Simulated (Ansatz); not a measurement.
# C (Fd-3m, 2 atoms in the cell) under biaxial strain in the (001) plane, part 2 of 2

Wanted: the shifts of the zone-centre modes of C (Fd-3m, 2 atoms in the cell) with strain.

Ansatz 0.2.0; DFT LDA, scalar-relativistic, plane waves, PAW; PAW set soft_1.

So far, highest optical mode at the zone centre (no LO-TO term) (cm⁻¹): step 5 (zone-centre response at rest) 1323; step 7 (strain 4 %) 1255.

### Step 8. A member of the series: biaxial strain of -4 % in the (001) plane (continued)

Step by step:

| step | energy less that of the first step (eV) | largest force component (eV/Å) | pressure (GPa) | volume (Å³) |
| --- | --- | --- | --- | --- |
| 1 | 0.0000 | 0.0000 | 39.18 | 10.23 |
| 2 | -0.0002 | 0.0000 | 37.80 | 10.25 |
| 3 | -0.0002 | 0.0000 | 37.47 | 10.26 |
| 4* | -0.0004 | 0.0000 | 37.50 | 10.26 |
| 5 | -0.0004 | 0.0000 | 37.48 | 10.26 |
| 6* | -0.0004 | 0.0000 | 37.48 | 10.26 |

Relaxation steps marked * repeat the geometry before them on a plane-wave basis chosen anew for their cell, so energy and pressure can jump there.

The run keeps the 16 symmetry operations that it works with, so distortions that break them were not tested.

```
conventional cell, symmetrised  before  after  change
                         a (Å)   2.397  2.397  -0.0 %
                         b (Å)   2.397  2.397  -0.0 %
                         c (Å)   3.561  3.571  +0.3 %
              volume (Å³/atom)    5.12   5.13  +0.3 %
```

Final coordinates:

```xyz
2
Lattice="0.0000 1.6951 1.7854 1.6951 0.0000 1.7854 1.6951 1.6951 0.0000" Properties=species:S:1:pos:R:3 pbc="T T T"
C     1.6951    1.6951    1.7854
C     2.5427    2.5427    2.6781
```

Numbers from this step:

- pressure: 37.48 GPa
- gap on the k-mesh: 3.692 eV
- volume per atom: 5.130 Å³

The forces vanish by symmetry.

The cell grew by 0.3 % in volume.

### Step 9. Zone-centre modes of the member: biaxial strain of -4 % in the (001) plane

The zone-centre modes follow for biaxial strain of -4 % in the (001) plane, with the response to a field.

input.yaml

```yaml
crystal:
  lattice:
    - [0.0, 1.695103954, 1.7854108379]
    - [1.695103954, 0.0, 1.7854108379]
    - [1.695103954, 1.695103954, 0.0]
  atoms:
    - { symbol: C, position: [0.5, 0.5, 0.5] }
    - { symbol: C, position: [0.75, 0.75, 0.75] }
kpoints:
  mp_grid: { grid: [12, 12, 12] }
hamiltonian:
  xc: lda
  pseudopotentials: { kind: paw, azcp: { folder: soft_1 }, xc_functional: pbe }
scf:
  occupations: { method: fixed }
output:
  eigenvalues: true
phonons:
  method: dfpt
  dielectric: true
  rigid_motions: translations
```

Launch:

```
$ ansatz run input.yaml --threads 4 --pin off --max-ram 10240MiB --backend cpu --events-out ev --progress --plain --runs-dir out
```

It took 30 s on 4 threads of Arm Neoverse N1, shared host; peak memory 0.69 GiB.

This step gave:

```yaml
sum_rule_residual_before_enforcement: 5.46e-4 eV/Å²
miss_of_the_charge_sum_rule: 2.95e-4 e
estimated_error_of_the_dielectric_tensor: 0.01580
estimated_error_of_the_born_charges: 0.004221 e
highest_optical_mode_at_the_zone_centre_no_lo_to_term: 1424 cm⁻¹
lowest_optical_zone_centre_mode: 1398 cm⁻¹
mean_high_frequency_dielectric_constant: 5.700
mean_static_dielectric_constant: 5.700
top_of_the_zone_centre_spectrum_with_the_field: 1424 cm⁻¹
```

Patterns of degenerate modes are one choice out of their space. Modes at Γ:

```
mode  frequency (cm⁻¹)  symmetry
   1               0.0  acoustic
   2               0.0  acoustic
   3               0.0  acoustic
   4            1397.7       B1g
   5            1423.8        Eg
   6            1423.8        Eg
```

The lowest optical mode is real, 1398 cm⁻¹, and the highest lies at 1423.8 cm⁻¹.

For the highest optical mode at the zone centre (no LO-TO term), step 5 gave 1323 cm⁻¹; this run, with strain -4 %, gives 1424 cm⁻¹ (+8 %).

### Step 10. All members side by side

The members are set side by side, also those not shown above.

Stress is positive in compression; energies are extrapolated to zero smearing, and E0 is that at rest; the axis is the normal of the plane; the edges not held and the atoms are relaxed in each cell. State of the crystal along the series:

```csv
strain (%),in-plane stress (GPa),free strain along [001] (%),E - E0 (meV/atom),gap on mesh (eV),ε∞ along the axis,"ε∞ across the axis, mean"
-4,56.22,1.114,72.18,3.692,6.078,5.512
-3,40.64,0.8277,39.8,3.826,5.991,5.569
-2,26.11,0.5467,17.34,3.955,5.91,5.631
-1,12.58,0.2705,4.265,4.08,5.834,5.696
0,-0.008565,0,0,4.202,5.764,5.764
1,-11.7,-0.2676,4.079,3.838,5.699,5.836
2,-22.56,-0.5304,16.06,3.489,5.638,5.911
3,-32.62,-0.7889,35.41,3.156,5.582,5.99
4,-41.93,-1.044,61.71,2.839,5.531,6.073
```

Optical modes are counted from below at rest and tracked from member to member by their patterns, and modes that stay within 0.3 cm⁻¹ of each other stand once; labels, where given, are those at rest; the edges not held and the atoms are relaxed in each cell. Optical modes along the series:

```
strain (%)  optical mode 1 T2g, doublet (cm⁻¹)  optical mode 2 T2g, singlet (cm⁻¹)
        -4                                1424                                1398
        -3                                1399                                1378
        -2                                1374                                1359
        -1                                1348                                1341
         0                                1323                                1323
         1                                1296                                1305
         2                                1270                                1288
         3                                1244                                1271
         4                                1217                                1255
```

Value and slope at zero strain of a cubic (a lower polynomial where under five rows exist) through the rows within 2 % of rest. Slopes at rest:

```csv
mode,frequency (cm⁻¹),shift per percent of strain (cm⁻¹),shift per GPa of compressive stress (cm⁻¹)
"optical mode 1 T2g, doublet",1323,-25.96,2.14
"optical mode 2 T2g, singlet",1323,-17.81,1.47
```

### Step 11. Summary of results

```json
{"members": "9", "highest optical mode at the zone centre (no LO-TO term), at rest": "1323 cm⁻¹", "biaxial modulus in the (001) plane": "1213 GPa", "optical mode 1 T2g, doublet, shift per percent": "-25.96 cm⁻¹", "optical mode 2 T2g, singlet, shift per percent": "-17.81 cm⁻¹"}
```

In words: The stress changes by 12.13 GPa for each percent, a biaxial modulus of 1213 GPa in the (001) plane. For each percent the free edge responds with -0.27 %. The strain lowers the symmetry: the level at 1322.6 cm⁻¹ splits, into 1423.8 and 1397.7 cm⁻¹ at -4 %. The fastest shift in the table of slopes is -26.0 cm⁻¹ for each percent (optical mode 1 T2g, doublet), or 2.1 cm⁻¹ for each GPa of compressive stress. For small strain, the measured shift of a line that Raman or infrared light can see, divided by its slope, estimates the stress, if the state of stress is of this kind. These are harmonic frequencies at zero temperature: anharmonic shifts, linewidths and thermal expansion are left out. The PAW files were made for PBE; the program adapts parts of them to the functional of the run, but their partial waves stay those of PBE, an approximation that was not tested in this session. Only the zone centre was solved, so an instability at another wavevector cannot show here.

[Logs are printed without paths, hosts, clocks, repeated set-up lines and the standing remarks that a program may print on its own settings, such as how far it seeks lower states.]

[Hosts, paths, dates, database ids (printed as entryN), source tags and the programs' standing remarks are cut or masked in the printed files.]
